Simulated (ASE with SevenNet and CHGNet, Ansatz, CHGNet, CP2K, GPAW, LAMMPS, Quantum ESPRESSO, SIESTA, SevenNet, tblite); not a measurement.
# Machine-learned potentials runs on liquid Si0.5Ge0.5 at 2500 K (104 atoms)

Wanted: machine-learned potentials inputs and outputs for liquid Si0.5Ge0.5 at 2500 K (104 atoms), checked against a plane-wave reference.

Method: the method is named at each step, in ASE with SevenNet and CHGNet.

### Step 1. Starting point

The cell holds 104 atoms: 52 Si and 52 Ge. Its edges and angles: a = 13.176 Å, b = 13.176 Å, c = 13.176 Å, α = 90.0°, β = 90.0°, γ = 90.0°. 104 atoms (52 Si, 52 Ge) placed at random at 3.8 g/cm³, melted at 3500 K for 10 ps at fixed volume with the Tersoff potential (Tersoff, Phys. Rev. B 39, 5566 (1989)). Snapshot at the end of a hold of 5 ps at 2500 K and fixed volume.

The yardstick, on the same geometry:

| Quantity | Value |
| --- | --- |
| method | Kohn-Sham DFT, PBE, PAW, plane waves (Ansatz 0.2.0); cutoff 420 eV, Γ point, fermi-dirac smearing of 0.05 eV; PAW set soft_2 |
| r.m.s. force component | 0.9841 eV/Å |
| longest force | 4.721 eV/Å |
| pressure | 1.237 GPa |
| SCF cycles | 10 |
| time | 30 s on 8 threads of Arm Neoverse V2, shared host |
| CPU time | 3.8 min |

### Step 2. SevenNet 0 potential

Method: machine-learned interatomic potential SevenNet 0, trained on PBE(+U) plane-wave data.

The input, run.py:

```python
import numpy as np
from ase.io import read
import mlip  # loads the published weights by name

atoms = read("structure.xyz")
atoms.calc = mlip.calc("7net-0")
energy = atoms.get_potential_energy()
forces = atoms.get_forces()
print(f"energy {energy:.6f} eV")
print("forces (eV/A)")
for i, (a, f) in enumerate(zip(atoms, forces)):
    print(f"{i:4d} {a.symbol:2s} {f[0]:10.5f} {f[1]:10.5f} {f[2]:10.5f}")
stress = -atoms.get_stress(voigt=False) * 160.21766
print("stress (GPa, compression positive)")
for row in stress:
    print(" ".join(f"{x:10.4f}" for x in row))
```

The input, structure.xyz:

```xyz
104
Lattice="13.17580 0.00000 0.00000 0.00000 13.17580 0.00000 0.00000 0.00000 13.17580" Properties=species:S:1:pos:R:3 pbc="T T T"
Si 11.98444 7.52562 7.53050
Si 7.13759 10.10702 7.40388
Si 1.35987 5.70828 0.95432
Si 6.95155 8.54609 3.48039
Si 0.12148 6.64350 3.71215
Si 1.26659 3.81861 6.59620
Si 7.88453 11.94887 8.89235
Si 9.95181 7.94053 2.47969
Si 6.31648 10.00834 0.83732
Si 9.60713 5.12776 12.33163
Si 2.17572 3.37050 4.34472
Si 0.75128 9.53928 0.64785
Si 6.49422 3.58316 11.86191
Si 11.07439 12.39816 0.82322
Si 9.18696 7.33207 0.13769
Si 4.05551 0.94800 4.19939
Si 3.17221 9.29843 4.94962
Si 8.35873 0.23980 11.10878
Si 11.60972 6.12385 2.03882
Si 2.66454 0.70754 11.80394
Si 0.33770 0.28921 11.93280
Si 0.86973 12.33532 8.26057
Si 2.05569 1.76029 2.66270
Si 7.01928 6.45430 6.18472
Si 6.79133 4.21204 9.68514
Si 12.22846 10.60533 5.03092
Si 10.72326 10.23443 2.27889
Si 4.86345 3.46985 4.55382
Si 5.55834 0.65444 2.32724
Si 3.82441 6.79911 7.91931
Si 2.72844 4.74500 12.27958
Si 0.77157 8.55307 5.12934
Si 4.92063 5.04132 13.09358
Si 8.94479 7.04694 4.60178
Si 2.29905 2.08454 8.22842
Si 4.83051 7.14682 5.86270
Si 7.86450 1.85858 1.54249
Si 9.32570 10.80969 11.64148
Si 5.38640 7.18964 12.20448
Si 3.97659 9.04295 12.59317
Si 9.67986 11.23118 4.56937
Si 0.08274 1.05248 2.86495
Si 10.11348 1.54381 10.36408
Si 12.52623 11.83134 10.27001
Si 0.10159 11.85967 0.21015
Si 2.85902 12.92335 5.57969
Si 4.35302 5.86942 3.96934
Si 9.94931 3.28077 8.48825
Si 8.72172 0.06127 0.31082
Si 2.98603 11.83727 7.83104
Si 7.80416 1.63024 4.22983
Si 8.45886 8.55057 6.55114
Ge 0.79450 12.21963 3.82401
Ge 2.09693 9.73191 9.23597
Ge 6.93034 7.76621 1.06513
Ge 1.58623 8.48522 11.64398
[... 44 atom lines left out ...]
Ge 1.40177 6.06416 10.81312
Ge 4.62760 10.58412 10.84342
Ge 12.99345 7.45342 0.02635
Ge 11.17163 7.75343 9.65325
```

Run with:

```
> OMP_NUM_THREADS=1 python run.py > output.txt
```

The program printed:

```text
energy -472.680542 eV
forces (eV/A)
   0 Si    0.80508   -1.49313   -1.43768
   1 Si   -1.77559    1.42772    0.98695
   2 Si   -0.01970   -1.02147   -0.43838
   3 Si    0.22855   -1.04321    0.09485
   4 Si   -1.43794    0.65643    1.26417
   5 Si    0.15739   -0.55529    0.28979
   6 Si    0.15352   -0.32979    0.01789
   7 Si   -0.04320   -0.44601   -0.12878
   8 Si    0.86996    0.49917   -0.31528
   9 Si    0.26840    0.10172    0.60411
  10 Si    0.82863    1.14165    0.29779
  11 Si    0.25813    1.15751    0.21015
  12 Si   -0.42790    0.24850    1.40052
  13 Si   -0.61156   -0.57665    0.25826
  14 Si    0.20356    0.46702    0.53994
  15 Si    1.46813    1.84022   -0.85300
  16 Si   -0.62240    0.72300    1.49723
  17 Si    0.24670   -1.24093   -0.70173
  18 Si    1.94188    3.94526   -0.10009
  19 Si    0.04523    0.86152    1.05948
  20 Si   -0.23147    0.61577   -1.56193
  21 Si   -2.07753   -0.54933    1.00128
  22 Si    2.00019    1.42704    0.54686
  23 Si    0.24540   -0.40794    0.35027
[...]
96 Ge    0.06806   -0.46546    0.82126
  97 Ge   -0.42740    0.24579   -1.50036
  98 Ge   -1.88104    0.21902   -0.11595
  99 Ge   -0.87988    1.72796   -1.35305
 100 Ge    0.19659    0.25826   -0.87779
 101 Ge   -1.04618    1.13429    0.19622
 102 Ge   -0.78315   -1.58112    0.11360
 103 Ge    0.11048   -0.31845    1.76712
stress (GPa, compression positive)
    0.7359    -0.0149    -0.2926
   -0.0149     0.9463    -0.7729
   -0.2926    -0.7729     0.3062
```

Elapsed: 7.2 s, on 1 thread of Arm Neoverse V2, shared host; peak memory 0.81 GiB.

Banners, paths, timers and routine set-up lines are dropped from the logs unmarked, and long logs keep their key lines alone; longer cuts are marked.

Against the reference:

```yaml
r_m_s_force_component: 0.9336 eV/Å
r_m_s_difference_of_force_components: 256.3 meV/Å
longest_difference_of_force_vectors: 816.6 meV/Å
force_difference_over_r_m_s_force: 26.05 %
slope_of_forces_against_the_reference_s: 0.9161
correlation_of_force_components: 0.9656
pressure: 0.6628 GPa
pressure_difference: -0.5741 GPa
```

Length of the force difference by element (eV/Å):

| element | atoms | mean | most |
| --- | --- | --- | --- |
| Ge | 52 | 0.41 | 0.75 |
| Si | 52 | 0.40 | 0.82 |

A closer look about Si41, picked at random: 9 atoms, nearest first, numbered in the order of the input, with positions taken from that point.

| atom | x | y | z | distance (Å) | bonds | Fx | Fy | Fz (eV/Å) |
| --- | --- | --- | --- | --- | --- | --- | --- | --- |
| Si41 | 0.00 | 0.00 | 0.00 | 0.00 | 4 | 0.79 | 0.02 | 0.30 |
| Ge78 | -2.30 | -0.40 | -0.64 | 2.42 | 4 | 0.11 | -0.31 | 1.93 |
| Si26 | 2.55 | -0.63 | 0.46 | 2.66 | 5 | 0.36 | -0.40 | -0.47 |
| Ge85 | -0.48 | 1.46 | 2.23 | 2.71 | 5 | 0.46 | -0.25 | -0.31 |
| Si27 | 1.04 | -1.00 | -2.29 | 2.71 | 5 | -0.25 | 0.39 | 0.51 |
| Ge61 | 1.33 | -1.69 | 2.53 | 3.32 | 4 | -1.21 | 1.23 | -0.57 |
| Si52 | -1.22 | -2.68 | 1.98 | 3.55 | 5 | 1.76 | -1.26 | -0.65 |
| Ge74 | 0.36 | 3.50 | 0.68 | 3.58 | 4 | 0.02 | -0.26 | 0.20 |
| Ge92 | -2.33 | 0.60 | -2.66 | 3.59 | 4 | -0.38 | 1.68 | -1.81 |

Atoms are counted from 1 here, from 0 in the log.

Forces lie 26 % from the reference's, at 0.032 times its CPU time (on 1 against 8 cores).

### Step 3. CHGNet 0.3.0 potential

Method: machine-learned interatomic potential CHGNet 0.3.0, trained on PBE(+U) plane-wave data.

run.py: that of step 2 with these lines changed.

```diff
@@ -5,3 +5,3 @@
 atoms = read("structure.xyz")
-atoms.calc = mlip.calc("7net-0")
+atoms.calc = mlip.calc("chgnet-0.3.0")
 energy = atoms.get_potential_energy()
```

structure.xyz is that of step 2.

The program printed:

```text
CHGNet v0.3.0 initialized with 412,525 parameters
CHGNet will run on cpu
energy -479.453064 eV
forces (eV/A)
   0 Si    0.78497   -1.55089   -1.09410
   1 Si   -1.71178    1.17997    0.83881
   2 Si    0.04639   -0.71107   -0.18422
   3 Si    0.23498   -1.03853    0.08850
   4 Si   -1.27678    0.48415    1.05990
   5 Si    0.11044   -0.63400    0.31211
   6 Si    0.01753   -0.35507    0.02862
   7 Si   -0.13045   -0.54360   -0.25675
   8 Si    1.01215    0.56205   -0.51881
   9 Si    0.04876    0.37472    0.58082
  10 Si    0.80091    0.94837    0.75918
  11 Si    0.49572    0.83682    0.08125
  12 Si   -0.34045    0.26158    1.03983
  13 Si   -0.74637   -0.53086    0.34303
  14 Si    0.30935    0.28205    0.32726
  15 Si    1.24622    1.90413   -1.06169
  16 Si   -0.66557    0.33546    0.99118
  17 Si    0.20951   -1.05826   -0.59334
  18 Si    2.26963    4.13294   -0.34254
  19 Si   -0.17876    0.66107    0.91328
  20 Si   -0.12171    0.72174   -1.64220
  21 Si   -1.85886   -0.31311    0.68388
  22 Si    2.18847    1.63804    0.35697
  23 Si    0.49668   -0.08644    0.54006
[...]
96 Ge    0.04859   -0.31844    0.37882
  97 Ge   -0.30797    0.00795   -1.13371
  98 Ge   -1.82867    0.50879   -0.06646
  99 Ge   -1.00168    1.75109   -1.57694
 100 Ge    0.27733    0.07975   -0.80336
 101 Ge   -0.86108    0.93194   -0.02819
 102 Ge   -0.54494   -1.09910    0.24359
 103 Ge    0.03303   -0.16558    1.39739
stress (GPa, compression positive)
    0.3958     0.2911    -0.3357
    0.2911     0.6247    -0.7166
   -0.3357    -0.7166    -0.3390
```

Wall time 3.5 s (1 thread); peak memory 0.83 GiB.

Numbers from this run, and their distance from the reference:

| Property | Result |
| --- | --- |
| r.m.s. force component | 0.8891 eV/Å |
| r.m.s. difference of force components | 305.8 meV/Å |
| longest difference of force vectors | 1236 meV/Å |
| force difference over r.m.s. force | 31.07 % |
| slope of forces against the reference's | 0.8598 |
| correlation of force components | 0.9517 |
| pressure | 0.2272 GPa |
| pressure difference | -1.01 GPa |

Against the first run (26 %), the force difference from the reference is 31 %, at 0.48 times the CPU time.

### Step 4. SevenNet l3i5 potential

Method: machine-learned interatomic potential SevenNet l3i5, trained on PBE(+U) plane-wave data.

run.py: that of step 3 with these lines changed.

```diff
@@ -5,3 +5,3 @@
 atoms = read("structure.xyz")
-atoms.calc = mlip.calc("chgnet-0.3.0")
+atoms.calc = mlip.calc("7net-l3i5")
 energy = atoms.get_potential_energy()
```

structure.xyz is that of step 3.

The program printed:

```text
energy -471.770752 eV
forces (eV/A)
   0 Si    0.49444   -1.43276   -1.13194
   1 Si   -1.59825    1.35066    0.87452
   2 Si    0.51231   -1.10731   -0.31971
   3 Si    0.06272   -1.07881    0.23348
   4 Si   -1.51320    0.38616    1.32589
   5 Si    0.19230   -0.81985    0.13323
   6 Si    0.15194   -0.16384   -0.10030
   7 Si   -0.00763   -0.59767   -0.26364
   8 Si    0.81760    0.58037   -0.27245
   9 Si    0.27504    0.43481    0.82208
  10 Si    0.96745    0.73809    0.27505
  11 Si    0.45525    1.53936    0.07225
  12 Si   -0.29399    0.39073    1.16896
  13 Si   -0.77421   -0.71274    0.31322
  14 Si    0.51478    0.07584    0.37536
  15 Si    1.37031    1.91354   -0.99224
  16 Si   -0.63960    0.47871    1.19824
  17 Si    0.25320   -1.17326   -0.52320
  18 Si    2.30502    4.31506   -0.09599
  19 Si   -0.12254    0.50615    0.98097
  20 Si    0.04903    0.65517   -1.41081
  21 Si   -1.49647   -0.64036    0.59855
  22 Si    2.04868    1.30880    0.71924
  23 Si    0.20664   -0.04879    0.30308
[...]
96 Ge   -0.06348   -0.37326    0.82774
  97 Ge   -0.26148    0.19551   -1.36618
  98 Ge   -1.96010    0.26774   -0.40215
  99 Ge   -0.76197    1.49432   -1.26696
 100 Ge    0.45391    0.02151   -1.13725
 101 Ge   -1.14740    1.32210    0.15050
 102 Ge   -0.96110   -1.38557    0.09087
 103 Ge    0.34860   -0.58658    1.41718
stress (GPa, compression positive)
    0.7831     0.1551    -0.1233
    0.1551     1.0903    -0.7955
   -0.1233    -0.7955     0.3470
```

Wall time 8.7 s (1 thread); peak memory 1.2 GiB.

Numbers from this run, and their distance from the reference:

```
r.m.s. force component                  : 0.9564 eV/Å
r.m.s. difference of force components   : 227.4 meV/Å
longest difference of force vectors     : 912.3 meV/Å
force difference over r.m.s. force      : 23.11 %
slope of forces against the reference's : 0.9456
correlation of force components         : 0.9729
pressure                                : 0.7401 GPa
pressure difference                     : -0.4968 GPa
```

Against the first run (26 %), the force difference from the reference is 23 %, at 1.2 times the CPU time.

### Step 5. The ladder

Differences are against the plane-wave reference, forces as r.m.s. over components; share is that over the reference's r.m.s. force, slope the least-squares factor from reference forces to these. Total energies of different programs have different zeros and aren't compared.

| run | Δ force, r.m.s. (meV/Å) | share (%) | slope | Δ pressure (GPa) | cores | CPU time | memory (GiB) |
| --- | --- | --- | --- | --- | --- | --- | --- |
| reference | - | - | - | - | 8 | 3.8 min | 3.5 |
| SevenNet 0 potential | 256 | 26.0 | 0.916 | -0.574 | 1 | 7.2 s | 0.81 |
| CHGNet 0.3.0 potential | 306 | 31.1 | 0.860 | -1.01 | 1 | 3.5 s | 0.83 |
| SevenNet l3i5 potential | 227 | 23.1 | 0.946 | -0.497 | 1 | 8.7 s | 1.2 |

Times of the machine-learned potentials are mostly Python's start and the loading of weights.

CPU time is summed over cores on a shared host, where runs went side by side, so it is rough. Symmetry, cutoffs, thresholds, outputs and thread counts weren't matched or tuned between programs; memory under MPI is the largest rank's times the ranks.

### Step 6. What came out

```yaml
nearest_in_forces: SevenNet l3i5 potential, 23 %
its_cpu_time: 8.7 s
```

**Reading.** Machine-learned potentials differ by 23 % (SevenNet l3i5 potential) to 31 % (CHGNet 0.3.0 potential); they were trained on other programs' data. The frame stands for 2500 K, but pressures are static and levels are smeared at 580 K, under the temperature of the frame, which matters where levels are partly filled. Machine-learned potentials mimic data converged in k, so the reference's own k-point error enters their differences. The network of bonds at the start is that of the classical potential that made the cell, and needn't be the one that DFT or experiment would give. The electronic-structure runs sample only Γ, in a cell whose shortest periodic width is 13 Å, which is coarse for a cell with partly filled levels.

[Also dropped from logs without a mark: logging warnings of Python, and SIESTA's first energy breakdown and zero terms.]

[Logs are printed without paths, hosts, clocks, repeated set-up lines and the standing remarks that a program may print on its own settings, such as how far it seeks lower states.]

[Hosts, paths, dates, database ids (printed as entryN), source tags and the programs' standing remarks are cut or masked in the printed files.]
